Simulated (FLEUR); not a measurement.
# NdSb: which magnetic order is lowest

Aim: find out whether NdSb carries moments, and which collinear order costs least.

Method: LDA (VWN) with U = 4.02 eV, J = 0.7 eV on Nd f; all-electron FLAPW, Dirac cores, scalar-relativistic bands, in FLEUR MaX-R8.1.

Most raw output is cut from this account.

## 1. Set-up

Symmetry: Fm-3m, No. 225, cubic system. Conventional cell: a = 6.338 Å, b = 6.338 Å, c = 6.338 Å, α = 90.00°, β = 90.00°, γ = 90.00°. Nearest to Nd lie 6 Sb at 3.17 Å. Nearest to Sb lie 6 Nd at 3.17 Å. Farther neighbours are not listed.

As a file:

```
Nd Sb
1.0
     0.00000    3.16900    3.16900
     3.16900    0.00000    3.16900
     3.16900    3.16900    0.00000
Nd Sb
1 1
Direct
  0.00000 0.00000 0.00000
  0.50000 0.50000 0.50000
```

## 2. Start 1: ferro +

The parallel start comes first: it shows whether parallel moments hold. The U counters the self-interaction that shrinks the moments of a localised shell.

The file n_mmp_mat seeds the f occupations with whole cubic orbitals by Hund's first rule, so that the U acts from the first pass. inpgen writes inp.xml from crystal.txt; cutoffs, mixing, functional, smearing and local orbitals are then set in the file. The k list default-1 (kpts.xml, not shown) is a Γ-centred 8×8×8 mesh; where the ranks do not divide the number of points, some are split in two of half the weight.

inp.xml reads:

```
<?xml version="1.0" encoding="UTF-8" standalone="no"?>
<fleurInput fleurInputVersion="0.39">
   <comment>
      NdSb
   </comment>
   <calculationSetup>
      <cutoffs Kmax="3.6" Gmax="10.8" GmaxXC="10.8" numbands="0"/>
      <scfLoop itmax="130" minDistance="0.0001" maxIterBroyd="15" imix="Anderson" alpha="0.05" precondParam="0.0" spinf="2.0" sdNocoIR="T"/>
      <coreElectrons ctail="T" frcor="F" kcrel="0" coretail_lmax="0"/>
      <xcFunctional name="vwn" relativisticCorrections="F"/>
      <magnetism jspins="2"/>
      <soc l_soc="F" theta="0.0" phi="0.0" spav="F"/>
      <expertModes spex="0" secvar="F"/>
      <geometryOptimization l_f="F" forcealpha="1.0" forcemix="BFGS" epsdisp="0.00001" epsforce="0.00001"/>
      <ldaU l_linMix="F" mixParam="0.05" spinf="1.0"/>
   </calculationSetup>
   <cell>
      <bzIntegration valenceElectrons="29.0" mode="hist" fermiSmearingEnergy="0.00110248">
         <kPointListSelection listName="default-1"/>
         <xi:include xmlns:xi="http://www.w3.org/2001/XInclude" href="kpts.xml"> </xi:include>
      </bzIntegration>
      <xi:include xmlns:xi="http://www.w3.org/2001/XInclude" href="sym.xml"> </xi:include>
      <bulkLattice scale="1.0">
         <bravaisMatrix>
            <row-1>    0.0000000000000000     5.9885420888573995     5.9885420888573995</row-1>
            <row-2>    5.9885420888573995     0.0000000000000000     5.9885420888573995</row-2>
            <row-3>    5.9885420888573995     5.9885420888573995     0.0000000000000000</row-3>
         </bravaisMatrix>
      </bulkLattice>
   </cell>
   <atomSpecies>
      <species name="Neodymium 3.000" element="Nd" atomicNumber="60">
         <mtSphere radius="2.8" gridPoints="1201" logIncrement="0.0108"/>
         <atomicCutoffs lmax="10" lnonsphr="8"/>
         <electronConfig flipSpins="F">
            <coreConfig>(1s1/2) (2s1/2) (2p1/2) (2p3/2) (3s1/2) (3p1/2) (3p3/2) (4s1/2) (3d3/2) (3d5/2) (4p1/2) (4p3/2) (4d3/2) (4d5/2)</coreConfig>
            <valenceConfig>(5s1/2) (5p1/2) (5p3/2) (6s1/2) (4f5/2) (4f7/2)</valenceConfig>
            <stateOccupation state="(4f5/2)" spinUp="1.2142857142857" spinDown="0.5"/>
            <stateOccupation state="(4f7/2)" spinUp="2.2857142857143" spinDown="0.0"/>
         </electronConfig>
         <energyParameters s="6" p="6" d="5" f="4"/>
         <ldaU l="3" U="4.02" J="0.7" l_amf="F"/>
         <lo type="SCLO" l="0" n="5" eDeriv="0"/>
         <lo type="SCLO" l="1" n="5" eDeriv="0"/>
      </species>
      <species name="Antimony (Sb)" element="Sb" atomicNumber="51">
         <mtSphere radius="2.8" gridPoints="1201" logIncrement="0.0108"/>
         <atomicCutoffs lmax="10" lnonsphr="8"/>
         <electronConfig flipSpins="F">
            <coreConfig>(1s1/2) (2s1/2) (2p1/2) (2p3/2) (3s1/2) (3p1/2) (3p3/2) (4s1/2) (3d3/2) (3d5/2) (4p1/2) (4p3/2)</coreConfig>
            <valenceConfig>(5s1/2) (4d3/2) (4d5/2) (5p1/2) (5p3/2)</valenceConfig>
            <stateOccupation state="(5p1/2)" spinUp="0.500000" spinDown="0.500000"/>
            <stateOccupation state="(5p3/2)" spinUp="1.000000" spinDown="1.000000"/>
         </electronConfig>
         <energyParameters s="5" p="5" d="5" f="4"/>
         <lo type="SCLO" l="2" n="4" eDeriv="0"/>
      </species>
   </atomSpecies>
   <atomGroups>
      <atomGroup species="Neodymium 3.000">
         <relPos label="                   1">.0000000000 .0000000000 .0000000000</relPos>
         <force calculate="T" relaxXYZ="TTT"/>
      </atomGroup>
      <atomGroup species="Antimony (Sb)">
         <relPos label="                   2">1.000/2.000 1.000/2.000 1.000/2.000</relPos>
         <force calculate="T" relaxXYZ="TTT"/>
      </atomGroup>
   </atomGroups>
   <output dos="F" band="F" slice="F">
      <bandDOS minEnergy="-.5*Htr" maxEnergy="0.5*Htr" sigma="0.015" storeEVData="T"/>
      <plotting iplot="0" polar="F">
         <plot TwoD="T" vec1="  1.0  0.0  0.0" vec2="  0.0  1.0  0.0" vec3="  0.0  0.0  1.0" zero="  0.0  0.0  0.0" file="plot"/>
      </plotting>
      <moessbauerParams electricFieldGradient="F" isomerShift="F" coreHyperfine="F" valenceHyperfine="F"/>
   </output>
</fleurInput>
```

crystal.txt reads:

```
NdSb
&input film=F cartesian=F /
0.00000000000  3.16900000000  3.16900000000
3.16900000000  0.00000000000  3.16900000000
3.16900000000  3.16900000000  0.00000000000
1.8897261246
1.0 1.0 1.0

2
60 0.00000000000  0.00000000000  0.00000000000 : 3.000
51 0.50000000000  0.50000000000  0.50000000000

&kpt div1=8 div2=8 div3=8 gamma=T /
```

Launch:

```sh
$ OMP_NUM_THREADS=1 inpgen -f crystal.txt > inpgen.log  # inp.xml is then edited as shown
$ OMP_NUM_THREADS=1 mpirun -n 4 fleur_MPI > fleur.log
```

The job ended after 53 s (4 MPI ranks of Arm Neoverse N1, shared host; peak memory 0.24 GiB; 3.5 min of CPU time).

This step gave:

```yaml
free_energy: -438143.9860 eV
program_s_band_gap_on_this_mesh_in_a_metal_only_a_level_spacing: 0.01663 eV
magnetization: 3.034 μB
final_state: ferromagnetic
largest_moment: 3.059 μB
```

After 31 cycles the largest moment stands at 3.06 μB.

## 3. Order 2, typed as antiferro q=(0,1/2,1/2) +-

Reversing part of the moments tests the sign of the couplings between them.

The cell is doubled to 4 atoms to hold this order. The mesh is halved along the doubled vector, so that both cells sample the same points. The k list default-1 (kpts.xml, not shown) is a Γ-centred 8×4×8 mesh.

Changes to inp.xml since step 2:

```diff
@@ -17,3 +17,3 @@
    <cell>
-      <bzIntegration valenceElectrons="29.0" mode="hist" fermiSmearingEnergy="0.00110248">
+      <bzIntegration valenceElectrons="58.0" mode="hist" fermiSmearingEnergy="0.00110248">
          <kPointListSelection listName="default-1"/>
@@ -25,4 +25,4 @@
             <row-1>    0.0000000000000000     5.9885420888573995     5.9885420888573995</row-1>
-            <row-2>    5.9885420888573995     0.0000000000000000     5.9885420888573995</row-2>
-            <row-3>    5.9885420888573995     5.9885420888573995     0.0000000000000000</row-3>
+            <row-2>   11.9770841777147989     0.0000000000000000    11.9770841777147989</row-2>
+            <row-3>   11.9770841777147989     5.9885420888573995     5.9885420888573995</row-3>
          </bravaisMatrix>
@@ -39,2 +39,16 @@
             <stateOccupation state="(4f7/2)" spinUp="2.2857142857143" spinDown="0.0"/>
+         </electronConfig>
+         <energyParameters s="6" p="6" d="5" f="4"/>
+         <ldaU l="3" U="4.02" J="0.7" l_amf="F"/>
+         <lo type="SCLO" l="0" n="5" eDeriv="0"/>
+         <lo type="SCLO" l="1" n="5" eDeriv="0"/>
+      </species>
+      <species name="Neodymium -3.000" element="Nd" atomicNumber="60">
+         <mtSphere radius="2.8" gridPoints="1201" logIncrement="0.0108"/>
+         <atomicCutoffs lmax="10" lnonsphr="8"/>
+         <electronConfig flipSpins="F">
+            <coreConfig>(1s1/2) (2s1/2) (2p1/2) (2p3/2) (3s1/2) (3p1/2) (3p3/2) (4s1/2) (3d3/2) (3d5/2) (4p1/2) (4p3/2) (4d3/2) (4d5/2)</coreConfig>
+            <valenceConfig>(5s1/2) (5p1/2) (5p3/2) (6s1/2) (4f5/2) (4f7/2)</valenceConfig>
+            <stateOccupation state="(4f5/2)" spinUp="0.5" spinDown="1.2142857142857"/>
+            <stateOccupation state="(4f7/2)" spinUp="0.0" spinDown="2.2857142857143"/>
          </electronConfig>
@@ -63,4 +77,12 @@
       </atomGroup>
+      <atomGroup species="Neodymium -3.000">
+         <relPos label="                   2">.0000000000 1.000/2.000 .0000000000</relPos>
+         <force calculate="T" relaxXYZ="TTT"/>
+      </atomGroup>
       <atomGroup species="Antimony (Sb)">
-         <relPos label="                   2">1.000/2.000 1.000/2.000 1.000/2.000</relPos>
+         <relPos label="                   3">1.000/2.000 .0000000000 1.000/2.000</relPos>
+         <force calculate="T" relaxXYZ="TTT"/>
+      </atomGroup>
+      <atomGroup species="Antimony (Sb)">
+         <relPos label="                   4">1.000/2.000 1.000/2.000 1.000/2.000</relPos>
          <force calculate="T" relaxXYZ="TTT"/>
```

crystal.txt reads:

```
NdSb
&input film=F cartesian=F /
0.00000000000  3.16900000000  3.16900000000
6.33800000000  0.00000000000  6.33800000000
6.33800000000  3.16900000000  3.16900000000
1.8897261246
1.0 1.0 1.0

4
60 0.00000000000  0.00000000000  0.00000000000 : 3.000
60 0.00000000000  0.50000000000  0.00000000000 : -3.000
51 0.50000000000  0.00000000000  0.50000000000
51 0.50000000000  0.50000000000  0.50000000000

&kpt div1=8 div2=4 div3=8 gamma=T /
```

It took 11 min on 4 MPI ranks; peak memory 0.6 GiB; 45 min of CPU time.

Spin moment in the muffin-tin sphere by atom:

```tsv
atom	spin moment in the muffin-tin sphere (μB)
Nd1	3.09
Nd2	-3.09
Sb3	0.02
Sb4	-0.02
```

This step gave:

```
free energy                                                       : -876287.9809 eV
program's band gap on this mesh (in a metal only a level spacing) : 5.74e-7 eV
magnetization                                                     : 0 μB
final state                                                       : antiferromagnetic
```

It lies 4.41 meV a seeded atom under the first start, and its largest moment is 3.09 μB against 3.06 μB.

## 4. Start 3: antiferro q=(0,0,1/2) +-

Another pattern of signs weighs the neighbour shells otherwise.

This order needs a doubled cell of 4 atoms. The mesh is halved along the doubled vector, so that both cells sample the same points. The k list default-1 (kpts.xml, not shown) is a Γ-centred 8×8×4 mesh.

Changes to inp.xml since step 3:

```diff
@@ -25,4 +25,4 @@
             <row-1>    0.0000000000000000     5.9885420888573995     5.9885420888573995</row-1>
-            <row-2>   11.9770841777147989     0.0000000000000000    11.9770841777147989</row-2>
-            <row-3>   11.9770841777147989     5.9885420888573995     5.9885420888573995</row-3>
+            <row-2>    5.9885420888573995     0.0000000000000000     5.9885420888573995</row-2>
+            <row-3>   11.9770841777147989    11.9770841777147989     0.0000000000000000</row-3>
          </bravaisMatrix>
@@ -78,3 +78,3 @@
       <atomGroup species="Neodymium -3.000">
-         <relPos label="                   2">.0000000000 1.000/2.000 .0000000000</relPos>
+         <relPos label="                   2">.0000000000 .0000000000 1.000/2.000</relPos>
          <force calculate="T" relaxXYZ="TTT"/>
@@ -82,7 +82,4 @@
       <atomGroup species="Antimony (Sb)">
-         <relPos label="                   3">1.000/2.000 .0000000000 1.000/2.000</relPos>
-         <force calculate="T" relaxXYZ="TTT"/>
-      </atomGroup>
-      <atomGroup species="Antimony (Sb)">
-         <relPos label="                   4">1.000/2.000 1.000/2.000 1.000/2.000</relPos>
+         <relPos label="                   3">1.000/2.000 1.000/2.000 1.000/4.000</relPos>
+         <relPos label="                   4">1.000/2.000 1.000/2.000 -1.000/4.000</relPos>
          <force calculate="T" relaxXYZ="TTT"/>
```

crystal.txt reads:

```
NdSb
&input film=F cartesian=F /
0.00000000000  3.16900000000  3.16900000000
3.16900000000  0.00000000000  3.16900000000
6.33800000000  6.33800000000  0.00000000000
1.8897261246
1.0 1.0 1.0

4
60 0.00000000000  0.00000000000  0.00000000000 : 3.000
60 0.00000000000  0.00000000000  0.50000000000 : -3.000
51 0.50000000000  0.50000000000  0.25000000000
51 0.50000000000  0.50000000000  0.75000000000

&kpt div1=8 div2=8 div3=4 gamma=T /
```

It took 14 min on 4 MPI ranks; peak memory 0.61 GiB; 47 min of CPU time.

Spin moment in the muffin-tin sphere by atom:

```tsv
atom	spin moment in the muffin-tin sphere (μB)
Nd1	3.11
Nd2	-3.11
Sb3	0.00
Sb4	0.00
```

Numbers from this step:

- free energy: -876287.9864 eV
- program's band gap on this mesh (in a metal only a level spacing): 0.04414 eV
- magnetization: 0 μB
- final state: antiferromagnetic

It lies 7.15 meV a seeded atom under the first start, and its largest moment is 3.11 μB against 3.06 μB.

## 5. Energies of the orders

Free energies are divided by the number of seeded atoms, so that cells of unlike size compare. Wavevectors q in the names are fractions of the primitive cell's reciprocal vectors.

Orders:

```tsv
start	final state	typed order kept	energy over the lowest (meV a seeded atom)	largest sphere moment (μB)	net moment (μB a primitive cell)	mesh matched	CPU time (s)
ferro +	ferromagnetic	yes	7.151	3.059	3.034	yes	211
antiferro q=(0,1/2,1/2) +-	antiferromagnetic	yes	2.738	3.09	0	yes	2695
antiferro q=(0,0,1/2) +-	antiferromagnetic	yes	0	3.108	0	yes	2848
```

## 6. What came out

```json
{
  "lowest state found": "antiferromagnetic (typed antiferro q=(0,0,1/2) +-)",
  "largest site spin moment": "3.11 μB",
  "next finished state": "antiferromagnetic, 2.74 meV a seeded atom higher"
}
```

In words: The lowest state found is antiferromagnetic, reached from the start antiferro q=(0,0,1/2) +-, with moments up to 3.11 μB. The two lowest states lie so close that the mesh, the functional or spin–orbit coupling could swap them. Only 3 starts were tried; other patterns of signs, canted and longer-period orders were not. Open f shells have many stationary orbital fillings, so the state need not be the lowest, and spin-only moments miss the orbital part.

[Logs and program files are shortened in this print: banners, set-up blocks, solver, clock and traceback lines can be left out without a mark of their own.]

[Logs are printed without paths, hosts, clocks, repeated set-up lines and the standing remarks that a program may print on its own settings, such as how far it seeks lower states.]

[Hosts, paths, dates, database ids (printed as entryN), source tags and the programs' standing remarks are cut or masked in the printed files.]

[Where a cell is said to come from a database of computed structures, the database is the Materials Project.]
